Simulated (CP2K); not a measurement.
Two runs for the C K edge of chlorotrifluoromethane. Run A: CP2K XAS_TDP, all-electron GAPW, PBEh(45%), aug-pc-1, TDA, no relativity. Run B differs in one setting.

First lines with a strength over 0.0015. A:

```
                     atom  energy (eV)  states  strength, one atom
C2 (bonded to Cl and 3 F)       289.32       1              0.0737
                                291.27       1              0.0949
                                291.41       1              0.0962
                                293.06       1              0.0134
                                294.34       1              0.0045
```

B:

```
                     atom  energy (eV)  states  strength, one atom
C2 (bonded to Cl and 3 F)       284.01       1              0.0579
                                286.18       1              0.0674
                                286.33       1              0.0730
                                286.41       1              0.0103
                                287.53       1              0.0033
```

**Question.** Which was it: the functional, scalar relativity switched on, the basis, GW2X switched on?

The functional (functional from PBEh(45%) to PBE0; the lines alone don't name the new value). A functional moves all lines by electronvolts and changes their spacings and strengths. Against PBEh(45%) in aug-pc-1, the leading line moves by -5.31 eV, to 284.01 eV; the strength of C2's goes from 0.0737 to 0.0579. The next line of C2 over the strength cut lies 2.17 eV higher, against 1.95.

[Banner, clock and machine lines of the logs are left out without a mark of their own.]

[Logs are printed without paths, hosts, clocks, repeated set-up lines and the standing remarks that a program may print on its own settings, such as how far it seeks lower states.]

[Hosts, paths, dates, database ids (printed as entryN), source tags and the programs' standing remarks are cut or masked in the printed files.]
